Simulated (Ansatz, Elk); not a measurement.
**Bonding as seen by X-rays: LiCu2Se2**

The structure of LiCu2Se2 used here is made up (a known structure type with other elements) and was relaxed beforehand with PBEsol. The aim is the Fourier transform of its all-electron density, F(hkl), set beside the sum over free spherical atoms that refinements use.

Program: Elk 11.2.3 (patched build). Level of theory: DFT, PBE, all-electron APW+lo, Dirac cores, scalar-relativistic bands, static density, no spin. Results are calculated unless marked as measured.

This account leaves out most program logs.

The structure was built from a prototype and need not be the compound's stable phase.

### 1. Set-up

Symmetry: I4/mmm, No. 139, tetragonal system. Conventional cell: a = 3.660 Å, b = 3.660 Å, c = 13.141 Å, α = 90.00°, β = 90.00°, γ = 90.00°. Nearest to Se lie 4 Cu at 2.44 Å and 4 Li at 3.08 Å. Nearest to Cu lie 4 Se at 2.44 Å and 4 Cu at 2.59 Å. Li has 8 Se at 3.08 Å nearest. Farther neighbours and most contacts between anions are not listed.

### 2. Ground state and structure factors

An all-electron density is needed, since X-rays see the cores too. Task 0 finds the density and task 195 Fourier-transforms it; tshift is off so that phases refer to the origin typed.

Input file elk.in:

```
tasks
  0
  195

xctype
  20

spinpol
  .false.

rgkmax
  7.0

gmaxvr
  14.0

lmaxo
  7

lmaxapw
  8

swidth
  0.002

tshift
  .false.

ramdisk
  .false.

hmaxvr
  5.5

maxscl
  120

epspot
  1e-06

sppath
  './'

avec
  -3.45783469314 3.45783469314 12.41611345798
  3.45783469314 -3.45783469314 12.41611345798
  3.45783469314 3.45783469314 -12.41611345798

atoms
  3
  'Se.in'
  2
  0.6270659233 0.6270659233 -0.0000000000   0.000000 0.000000 0.000000
  0.3729340767 0.3729340767 -0.0000000000   0.000000 0.000000 0.000000
  'Cu.in'
  2
  0.2500000000 0.7500000000 0.5000000000   0.000000 0.000000 0.000000
  0.7500000000 0.2500000000 0.5000000000   0.000000 0.000000 0.000000
  'Li.in'
  1
  0.0000000000 0.0000000000 0.0000000000   0.000000 0.000000 0.000000

ngridk
  9 9 9
```

Launch:

```console
$ OMP_NUM_THREADS=4 elk
```

Elapsed: 85 s, on 4 threads of Arm Neoverse V1, shared host; peak memory 0.21 GiB.

SFACRHO.OUT:

```text

h k l indices transformed by vhmat matrix:
   1.000000000       0.000000000       0.000000000    
   0.000000000       1.000000000       0.000000000    
   0.000000000       0.000000000       1.000000000    

      h      k      l  multipl.   |H|            Re(F)            Im(F)           |F|

      0      0      0      1   0.0000000       129.00000     -0.12251634E-16   129.00000    
      1      1     -1      2  0.50605089      -54.817994     -0.28870314E-13   54.817994    
     -1      0      1      8  0.94311869      -39.492744      0.35601396E-17   39.492744    
      2      2     -2      2   1.0121018      -6.1840827      0.54204077E-13   6.1840827    
     -2     -1      1      8   1.1839121       42.825581     -0.53679674E-17   42.825581    
      1     -1      0      4   1.2848743       9.2828712     -0.21750740E-16   9.2828712    
      2      0     -1      8   1.3809379       46.238842      0.11112141E-13   46.238842    
     -3     -3      3      2   1.5181527      -38.751746      0.15759905E-13   38.751746    
      2      3     -2      8   1.5575615       35.384513      0.16658949E-16   35.384513    
      3      1     -2      8   1.6356198      -91.565534     -0.19897549E-13   91.565534    
     -1      1      1      4   1.8170867       90.862142     -0.48443672E-14   90.862142    
      0     -2      0      8   1.8862374      -40.024355      0.90132845E-14   40.024355    
      4      2     -3      8   1.9888915       44.397773      0.31842934E-13   44.397773    
      4      3     -4      8   1.9906087      -34.123332      0.41182885E-17   34.123332    
     -4     -4      4      2   2.0242036       86.331686     -0.88472299E-13   86.331686    
     -1      0     -1     16   2.0472608      -30.575424      0.12615632E-16   30.575424    
      1      3     -1      8   2.0799409      -5.7102813      0.14343408E-13   5.7102813    
      0     -3      1     16   2.1687443       34.284281     -0.19955330E-16   34.284281
```

Elk indexes on the primitive cell of elk.in and gives |H| = 4π sin θ/λ in inverse bohr. Below, one row stands for each form hkl of the conventional cell (m members, Friedel mates merged), F is for one primitive cell and the density is static (no thermal factor). Free-atom factors are Waasmaier and Kirfel's, and R is Σm||F|−|F'||/Σm|F|.

| hkl | m | sin θ/λ (Å⁻¹) | abs F, DFT | neutral atoms | diff. |
| --- | --- | --- | --- | --- | --- |
| 002 | 2 | 0.076 | 54.818 | 54.871 | -0.053 |
| 101 | 8 | 0.142 | 39.493 | 39.304 | +0.189 |
| 004 | 2 | 0.152 | 6.184 | 5.602 | +0.582 |
| 103 | 8 | 0.178 | 42.826 | 42.764 | +0.062 |
| 110 | 4 | 0.193 | 9.283 | 8.662 | +0.620 |
| 112 | 8 | 0.208 | 46.239 | 46.855 | -0.616 |
| 006 | 2 | 0.228 | 38.752 | 39.301 | -0.549 |
| 105 | 8 | 0.234 | 35.385 | 35.427 | -0.043 |
| 114 | 8 | 0.246 | 91.566 | 92.291 | -0.725 |
| 200 | 4 | 0.273 | 90.862 | 91.633 | -0.771 |
| 202 | 8 | 0.284 | 40.024 | 40.617 | -0.593 |
| 116 | 8 | 0.299 | 44.398 | 44.959 | -0.561 |
| 107 | 8 | 0.299 | 34.123 | 34.322 | -0.198 |
| 008 | 2 | 0.304 | 86.332 | 87.002 | -0.670 |
| 211 | 16 | 0.308 | 30.575 | 30.674 | -0.099 |
| 204 | 8 | 0.313 | 5.710 | 5.402 | +0.309 |
| 213 | 16 | 0.326 | 34.284 | 34.450 | -0.166 |
| 206 | 8 | 0.356 | 30.959 | 31.113 | -0.154 |

### 3. The highest occupied states alone

An energy window below the Fermi level keeps the highest occupied states, to see at which angles they scatter; shallow core shells can lie inside it and anion s states outside. No new self-consistency is needed.

elk.in: that of step 2 with these lines changed.

```diff
@@ -1,3 +1,2 @@
 tasks
-  0
   195
@@ -40,2 +39,5 @@
 
+wsfac
+  -0.183780 0.483710
+
 sppath
```

Launch:

```console
$ OMP_NUM_THREADS=4 elk
```

The job ended after 11 s (4 threads; peak memory 0.17 GiB).

States within 10 eV below the Fermi level hold 31.00 electrons; any levels below the window count with the cores. Their amplitudes can exceed the total, where window and core parts have opposite phase:

| hkl | sin θ/λ (Å⁻¹) | abs F, window | abs F, all |
| --- | --- | --- | --- |
| 002 | 0.076 | 19.255 | 54.818 |
| 101 | 0.142 | 2.588 | 39.493 |
| 004 | 0.152 | 12.680 | 6.184 |
| 103 | 0.178 | 1.409 | 42.826 |
| 110 | 0.193 | 12.163 | 9.283 |
| 112 | 0.208 | 13.172 | 46.239 |
| 006 | 0.228 | 12.511 | 38.752 |
| 105 | 0.234 | 0.611 | 35.385 |
| 114 | 0.246 | 11.848 | 91.566 |
| 200 | 0.273 | 10.305 | 90.862 |

### 4. Another functional

The difference from free atoms is small, so it is set against the change that LDA (Perdew-Wang) makes.

elk.in: that of step 3 with these lines changed.

```diff
@@ -1,2 +1,3 @@
 tasks
+  0
   195
@@ -4,3 +5,3 @@
 xctype
-  20
+  3
 
@@ -39,5 +40,2 @@
 
-wsfac
-  -0.183780 0.483710
-
 sppath
```

Launch:

```console
$ OMP_NUM_THREADS=4 elk
```

The job ended after 49 s (4 threads; peak memory 0.17 GiB; 2.8 min of CPU time).

Against the first run R = 0.07 %; the largest change is -0.064 at 208.

### 5. Basis size

A smaller basis shows how fast F responds to it; the change is likely larger than the basis error of the first run, but doesn't show convergence.

elk.in: that of step 4 with these lines changed.

```diff
@@ -5,3 +5,3 @@
 xctype
-  3
+  20
 
@@ -11,3 +11,3 @@
 rgkmax
-  7.0
+  5.5
```

Launch:

```console
$ OMP_NUM_THREADS=4 elk
```

Elapsed: 67 s, on 4 threads; peak memory 0.2 GiB.

Against the first run R = 0.03 %; the largest change is +0.068 at 220.

### 6. Settings against the effect

| run | R against the first run (%) | R against neutral atoms, low angle (%) | wall time |
| --- | --- | --- | --- |
| PBE, rgkmax 7 | 0.00 | 0.89 | 85 s |
| LDA (Perdew-Wang) | 0.07 | 0.89 | 49 s |
| rgkmax 5.5 | 0.03 | 0.90 | 67 s |

### 7. Results

| Item | Value |
| --- | --- |
| R against neutral atoms, sin θ/λ < 0.3 Å⁻¹ | 0.89 % |
| R against neutral atoms, 0.3 to 0.81 Å⁻¹ | 0.31 % |

What this shows: Independent neutral atoms miss the calculated amplitudes by R = 0.89 % below 0.3 Å⁻¹ and 0.31 % from there to 0.81 Å⁻¹; by shells, 0.38 % below 0.15 Å⁻¹ (2 forms), 0.95 % 0.15 to 0.3 (11 forms), 0.33 % 0.3 to 0.45 (21 forms), 0.30 % above 0.45 (115 forms). Bonding, aspherical density and the tables' own atoms all enter these figures, and the runs don't part them. The largest change of an amplitude is -0.77 electrons, at 200. The window's part falls from 31.0 electrons at the origin to at most 5.19 between 0.45 and 0.81 Å⁻¹, where compact states inside the window still scatter. Below 0.3 Å⁻¹ the changes that finished (LDA (Perdew-Wang) and rgkmax 5.5) move F by R = 0.02 % at most, against the 0.89 % that separates it from free atoms. The k-mesh has no finished test. These runs have no spin, though d or f shells may be open. The electron count is odd, so without spin the run is a metal by force. Part of the difference isn't bonding: the tables are fits to free atoms and ions calculated by other methods than this functional. Thermal motion, anomalous dispersion and extinction are left out.

[Logs are printed without paths, hosts, clocks, repeated set-up lines and the standing remarks that a program may print on its own settings, such as how far it seeks lower states.]

[Hosts, paths, dates, database ids (printed as entryN), source tags and the programs' standing remarks are cut or masked in the printed files.]
